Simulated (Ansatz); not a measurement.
# RbSc2P2, from a guessed structure to a relaxed one, part 2 of 2

Starting from a made-up structure for RbSc2P2, the aim is the relaxed cell, its shortest contacts and, where a second run follows, its electronic structure.

Ansatz 0.2.0; DFT, PBE, plane-wave PAW, files of the set soft_1, scalar-relativistic, no spin, cell and ions relaxed at zero pressure; PAW set soft_1 (the session's first sound run).

So far: Set-up; Relaxation of the guess. The relaxed cell has a = 4.612, c = 13.965 Å (conventional setting).

### 3. Electronic structure of the relaxed cell

A second self-consistent run takes a narrower smearing and the mesh shown in its input; the bands follow along the standard path of the relaxed lattice.

This step: DFT, PBE, plane-wave PAW, files of the set soft_1, scalar-relativistic, no spin, bands and density of states at the relaxed cell; PAW set soft_1 (Ansatz 0.2.0).

Contents of input.yaml:

```yaml
crystal:
  lattice:
    - [-2.3061057987, 2.3061057987, 6.982487492]
    - [2.3061057987, -2.3061057987, 6.982487492]
    - [2.3061057987, 2.3061057987, -6.982487492]
  atoms:
    - { symbol: Rb, position: [0.0, 0.0, 0.0] }
    - { symbol: Sc, position: [0.25, 0.75, 0.5] }
    - { symbol: Sc, position: [0.75, 0.25, 0.5] }
    - { symbol: P, position: [0.66506297, 0.66506297, 0.0] }
    - { symbol: P, position: [0.33493703, 0.33493703, 0.0] }
kpoints:
  mp_grid: { grid: [10, 10, 10] }
  band_path:
    path:
      - [[0.0, 0.0, 0.0], [0.0, 0.0, 0.5], [-0.05453912, 0.05453912, 0.5], [-0.27726956, 0.27726956, 0.27726956], [0.0, 0.0, 0.0], [0.5, 0.5, -0.5], [0.27726956, 0.72273044, -0.27726956], [0.0, 0.5, 0.0], [0.25, 0.25, 0.25], [0.5, 0.5, -0.05453912], [0.5, 0.5, -0.5]]
      - [[0.0, 0.0, 0.5], [0.25, 0.25, 0.25]]
    npoints: 7
scf:
  occupations: { method: fermi_dirac, width: 0.03 }
  n_extra_bands: 9
hamiltonian:
  xc: pbe
  pseudopotentials: { kind: paw, azcp: { folder: soft_1 } }
output:
  forces: true
  stress: true
  write_bands: true
  dos: { projected: true }
  write_density: true
  write_potential: true
  elf: true
  volumetric_format: npy
```

Started as:

```console
$ ansatz run input.yaml --threads 4 --pin off --max-ram 8192MiB --backend cpu --events-out ev --progress --plain --runs-dir out
```

Numbers of over 12 decimals in the logs are rounded to 6 here.

Log:

```text
[...]
Crystal: 5 atoms, lattice volume = 148.535 Å³
Basis set: ecut = 420 eV, 2879 PW (Γ), exchange–correlation on 108×108×108 points (8 copies of the dense FFT grid, shifted against one another)
Bands: 30, of which v1, the nominal top of the filled ones, is band 21 counted from 1 (20 counted from 0)
Symmetry: 16 space group operations
[...]
k-points: 102 of 1000
[...]
SCF iter   1: F=—  HF=-9056.136659 eV  |F-HF|=—  |Δ(HF+E_count)|=         —  Δρ=2.95e-2  dr2=3.33e0  ethr=3.10e-3  ⟨swp⟩=7.2  Hψ=15454  notcnv=0
[...]
SCF iter  10: F=-9055.229311 eV  HF=-9055.229311 eV  |F-HF|=3.22e-8  |Δ(HF+E_count)|=   2.61e-7  Δρ=4.72e-6  dr2=8.51e-8  ethr=2.44e-10  ⟨swp⟩=18.9  Hψ=25286  notcnv=0
SCF 1 converged in 10 iterations: F = -9055.229311 eV  dr2 = 8.51e-8
[...]
NSCF: frozen V_eff on 79 k-points
SCF converged after 10 iterations
Free energy (F): -9055.229311 eV
[...]
Internal energy: -9055.216890 eV  (E = F + TS)
E sigma→0 (E₀):  -9055.223101 eV
Entropy (-TS):   -0.012422 eV (-2.484 meV/atom)
Fermi energy:    6.273211 eV
[...]
--- Forces (eV/Å), atoms counted from 1 ---
  atom   1  Rb     0.00000000    -0.00000000    -0.00000000
  atom   2  Sc    -0.00000000    -0.00000000    -0.00000000
  atom   3  Sc     0.00000000     0.00000000     0.00000000
  atom   4  P      0.00000000     0.00000000     0.00183701
  atom   5  P     -0.00000000    -0.00000000    -0.00183701
  max |Σ_I F_I| component: 4.34e-18 eV/Å
--- Stress (GPa, compression-positive) ---
       -0.005091       0.000000       0.000000
        0.000000      -0.005091      -0.000000
        0.000000      -0.000000      -0.012127
  P = ⅓ Tr σ = -0.0074 GPa (-0.074 kbar)
--- Band table (eV; the first three rows and the last of 102) ---
  k-point 0: bands = [... 17 lower, 3.8206, 4.0240, 4.0240, 5.8817, 7.0879, 7.7669, 8.2841, 8.6514, ... 5 higher]
  k-point 1: bands = [... 17 lower, 3.8260, 3.8475, 4.0470, 5.9729, 7.4038, 7.7215, 8.2410, 8.3935, ... 5 higher]
  k-point 2: bands = [... 17 lower, 3.7493, 3.9117, 4.1209, 6.1004, 7.5895, 7.6263, 7.8171, 8.2002, ... 5 higher]
  k-point 101: bands = [... 17 lower, 3.8024, 4.0322, 4.0322, 5.8857, 7.4130, 7.7998, 7.9370, 8.7464, ... 5 higher]
```

The job ended after 11 s (4 threads of Arm Neoverse V1, shared host; peak memory 0.75 GiB; 44 s of CPU time).

In the SCF lines HF is the Harris–Foulkes energy and dr2 the Hartree energy of the density residual, in eV; the loop may stop once dr2 is under the threshold and the program's other checks hold. Hψ counts applications of the Hamiltonian.

Numbers from this step:

* free energy: -9055.2293 eV
* energy at zero smearing: -9055.2231 eV
* smearing term TS: 0.01242 eV
* Fermi energy: 6.273 eV
* pressure: -0.007436 GPa

From bands.tsv, the bands that come nearest the Fermi level along the path, at its corners, in eV from the Fermi level:

| point | band 18 | band 19 | band 20 | band 21 | band 22 | band 23 | band 24 | band 25 |
| --- | --- | --- | --- | --- | --- | --- | --- | --- |
| Γ | -2.45 | -2.25 | -2.25 | -0.39 | 0.81 | 1.49 | 2.01 | 2.38 |
| X | -2.25 | -2.10 | -1.63 | -0.11 | 0.47 | 0.56 | 0.57 | 1.56 |
| Y | -2.28 | -2.10 | -1.65 | -0.07 | 0.29 | 0.60 | 0.80 | 1.56 |
| S | -2.39 | -2.27 | -1.94 | 0.56 | 0.61 | 1.02 | 1.09 | 1.36 |
| Γ | -2.45 | -2.25 | -2.25 | -0.39 | 0.81 | 1.49 | 2.01 | 2.38 |
| Z | -2.47 | -2.24 | -2.24 | -0.39 | 1.14 | 1.53 | 1.66 | 2.47 |
| S1 | -2.39 | -2.27 | -1.94 | 0.56 | 0.61 | 1.02 | 1.09 | 1.36 |
| N | -2.37 | -2.20 | -2.00 | 0.67 | 0.79 | 0.85 | 0.89 | 1.59 |
| P | -2.26 | -2.05 | -1.73 | 0.15 | 0.24 | 0.57 | 0.57 | 1.61 |
| Y1 | -2.28 | -2.10 | -1.65 | -0.07 | 0.29 | 0.60 | 0.80 | 1.56 |
| Z | -2.47 | -2.24 | -2.24 | -0.39 | 1.14 | 1.53 | 1.66 | 2.47 |
| X | -2.25 | -2.10 | -1.63 | -0.11 | 0.47 | 0.56 | 0.57 | 1.56 |
| P | -2.26 | -2.05 | -1.73 | 0.15 | 0.24 | 0.57 | 0.57 | 1.61 |

Counts of states for the cell as run, both spins, by energy window (eV from the Fermi level):

```
from  to  total
  -8  -7   0.00
  -7  -6   0.00
  -6  -5   0.00
  -5  -4   0.00
  -4  -3   3.66
  -3  -2   7.37
  -2  -1   0.96
  -1   0   0.98
   0   1   3.09
   1   2   7.12
   2   3   4.53
```

Below -8 eV lie 28.0 more states.

Valence density in the ac plane of the conventional cell at fractional y = 0.000, with atoms of Rb and Sc and P within 0.2 Å of it. It is the smooth field of the valence electrons, not physical close to the nuclei.

Values in e/Å³, 24 rows by 14 columns, each cell a mean:
```
1.8 1.8 1.1 0.3 0.1 0.0 0.0 0.0 0.0 0.0 0.2 0.7 1.6 1.9
0.8 0.6 0.3 0.1 0.0 0.0 0.0 0.0 0.0 0.0 0.1 0.2 0.4 0.7
0.1 0.1 0.0 0.0 0.0 0.0 0.0 0.0 0.0 0.0 0.0 0.0 0.0 0.1
0.0 0.0 0.0 0.0 0.0 0.0 0.1 0.1 0.1 0.0 0.0 0.0 0.0 0.0
0.1 0.1 0.1 0.1 0.1 0.5 1.3 1.5 0.9 0.2 0.1 0.1 0.1 0.1
0.2 0.2 0.2 0.2 0.5 2.8 6.5 7.4 4.8 1.3 0.2 0.2 0.2 0.2
0.6 0.5 0.4 0.3 0.5 2.0 5.0 5.8 3.6 1.0 0.3 0.4 0.5 0.6
0.3 0.6 0.7 0.4 0.3 0.3 0.5 0.6 0.4 0.2 0.3 0.6 0.7 0.4
0.4 0.6 0.6 0.3 0.2 0.1 0.1 0.0 0.1 0.1 0.2 0.5 0.6 0.5
0.4 0.4 0.3 0.1 0.1 0.0 0.0 0.0 0.0 0.1 0.1 0.2 0.3 0.4
0.1 0.1 0.1 0.0 0.0 0.0 0.0 0.0 0.0 0.0 0.0 0.1 0.1 0.1
0.0 0.0 0.0 0.0 0.0 0.0 0.0 0.0 0.0 0.0 0.0 0.0 0.0 0.0
0.0 0.0 0.0 0.0 0.0 0.0 0.0 0.0 0.0 0.0 0.0 0.0 0.0 0.0
0.2 0.1 0.1 0.1 0.0 0.0 0.0 0.0 0.0 0.0 0.0 0.1 0.1 0.2
0.5 0.5 0.4 0.2 0.1 0.1 0.0 0.0 0.0 0.1 0.1 0.3 0.4 0.5
0.2 0.5 0.6 0.4 0.2 0.1 0.1 0.1 0.1 0.1 0.3 0.5 0.7 0.4
0.4 0.6 0.6 0.4 0.3 0.5 1.3 1.5 0.9 0.4 0.3 0.5 0.7 0.5
0.5 0.4 0.3 0.3 0.6 2.8 6.5 7.4 4.7 1.3 0.3 0.3 0.4 0.5
0.1 0.1 0.1 0.1 0.4 2.1 5.1 5.9 3.7 0.9 0.2 0.1 0.1 0.1
0.0 0.0 0.0 0.1 0.1 0.2 0.5 0.6 0.4 0.1 0.1 0.0 0.0 0.0
0.0 0.0 0.0 0.0 0.0 0.0 0.0 0.0 0.0 0.0 0.0 0.0 0.0 0.0
0.1 0.1 0.1 0.0 0.0 0.0 0.0 0.0 0.0 0.0 0.0 0.0 0.1 0.1
1.3 1.0 0.5 0.2 0.0 0.0 0.0 0.0 0.0 0.0 0.1 0.3 0.7 1.2
1.6 2.0 1.3 0.4 0.1 0.0 0.0 0.0 0.0 0.0 0.2 0.8 1.8 1.8
```
Columns run along a (4.6 Å), rows up along c (14.0 Å), edges of the conventional cell, whose origin can differ from the input's. Atoms in or near the plane, at fractional coordinates: Rb at (0.00, 0.00), Sc at (0.50, 0.25), Sc at (0.50, 0.75), P at (0.00, 0.67), P at (0.00, 0.33).

ELF in the ac plane of the conventional cell at fractional y = 0.000, with atoms of Rb and Sc and P within 0.2 Å of it. It is the smooth field of the valence electrons, not physical close to the nuclei.

Ten even steps from '_' (0.01) to '@' (0.86), each cell a mean:
```
++%%@@%%--________..**@@@@**
@@%%**--____________..++##%%
::..____________________....
..________________________..
==--::____--++++==..__..--==
%%##++..--##++--##++..::**##
##%%%%==::**++++**==::**%%%%
..==@@%%==::----::::**@@##..
::++@@@@%%--____..**@@@@%%--
@@@@@@%%##--..__::++%%@@@@@@
##**++==::..______..--++****
....____________________....
::::....______________..::::
%%%%##**==..____..::++**##%%
%%@@@@@@##==..__::**%%@@@@%%
__==@@@@##::____..++@@@@##..
::++@@##----++++==::++@@%%--
%%%%##----**==--**++..++%%%%
##**--..::##**++##++..::++##
--::..____..----::..____::--
____________________________
==--..________________..::--
@@@@%%==..__________::**@@@@
--##@@%%--________..**@@@@==
```
Columns run along a (4.6 Å), rows up along c (14.0 Å), edges of the conventional cell, whose origin can differ from the input's. Atoms in or near the plane, at fractional coordinates: Rb at (0.00, 0.00), Sc at (0.50, 0.25), Sc at (0.50, 0.75), P at (0.00, 0.67), P at (0.00, 0.33).

Electrostatic potential energy in the ac plane of the conventional cell at fractional y = 0.000, with atoms of Rb and Sc and P within 0.2 Å of it. With pseudopotentials it is smooth inside the atoms' cores, unlike the true potential.

Values in eV, 24 rows by 14 columns, each cell a mean:
```
-49 -45 -19  -1   5   7   8   8   7   6   3  -6 -35 -48
-12  -6   1   5   7   8   8   8   8   7   6   3  -2 -10
  6   6   7   7   8   8   8   8   8   8   8   7   6   6
  8   8   8   7   6   5   4   4   4   6   7   8   8   8
  9   9   8   6   1  -8 -17 -20 -13  -3   4   7   9   9
  8   8   7   3  -8 -30 -47 -49 -41 -18  -1   6   8   8
-14  -7   2   3  -5 -25 -42 -44 -35 -14   0   3  -2 -12
-42 -38 -15   2   3  -2  -8 -10  -5   1   4  -4 -29 -41
-40 -34 -11   4   7   7   6   6   6   7   6  -1 -24 -39
 -7  -1   5   8   9   9   8   8   9   9   9   7   2  -5
  9   9   9   9   9   9   8   8   8   9   9   9   9   9
 10  10   9   9   9   8   8   8   8   8   9   9  10  10
 10  10   9   9   9   8   8   8   8   9   9   9  10  10
  7   8   9   9   9   9   8   8   9   9   9   9   8   8
-18 -10   2   7   9   9   8   8   8   9   8   5  -4 -15
-42 -39 -16   3   6   6   4   4   5   6   6  -3 -30 -42
-39 -32 -10   2   1  -7 -17 -20 -13  -2   3  -2 -22 -37
 -3   0   4   3  -8 -30 -47 -49 -41 -18  -1   4   3  -2
  9   9   7   4  -6 -25 -41 -44 -35 -14   0   6   8   9
  9   9   8   6   3  -2  -8 -10  -5   1   5   7   9   9
  8   8   8   8   7   6   6   6   6   7   7   8   8   8
  4   4   6   7   8   8   8   8   8   8   7   6   5   4
-26 -16  -3   3   6   7   8   8   8   7   5   1  -9 -22
-50 -49 -26  -2   5   7   8   8   7   6   2  -8 -43 -50
```
Columns run along a (4.6 Å; values clipped at the 3rd and 97th percentile), rows up along c (14.0 Å), edges of the conventional cell, whose origin can differ from the input's. Atoms in or near the plane, at fractional coordinates: Rb at (0.00, 0.00), Sc at (0.50, 0.25), Sc at (0.50, 0.75), P at (0.00, 0.67), P at (0.00, 0.33).

### 4. Results

```yaml
space_group_relaxed: I4/mmm
conventional_cell: a = 4.612, b = 4.612, c = 13.965 Å; α = 90.0°, β = 90.0°, γ = 90.0°
volume_per_atom: 29.71 Å³ (guess 23.76)
```

RbSc2P2 relaxes to I4/mmm with a = 4.612, b = 4.612 and c = 13.965 Å. The guessed volume was 20 % too small. The space group I4/mmm was held in the relaxation, so the end point is a stationary structure within it and may be a saddle against distortions or other arrangements. Bands cross the Fermi level, so it is a metal or semimetal at this level. The electron count is odd, which forces that without spin polarisation or a larger cell. On the 10×10×10 mesh with the narrower smearing (relaxed on 9×9×9) the largest force component is 0.002 eV/Å and the largest stress component is 0.012 GPa, within the relaxation's thresholds of 0.015 eV/Å and 0.05 GPa. The cutoff wasn't tested. No dispersion term is used, so weakly bound directions may come out too long. Nothing here tests whether the compound is stable against decomposition.

[Logs are printed without paths, hosts, clocks, repeated set-up lines and the standing remarks that a program may print on its own settings, such as how far it seeks lower states.]

[Hosts, paths, dates, database ids (printed as entryN), source tags and the programs' standing remarks are cut or masked in the printed files.]
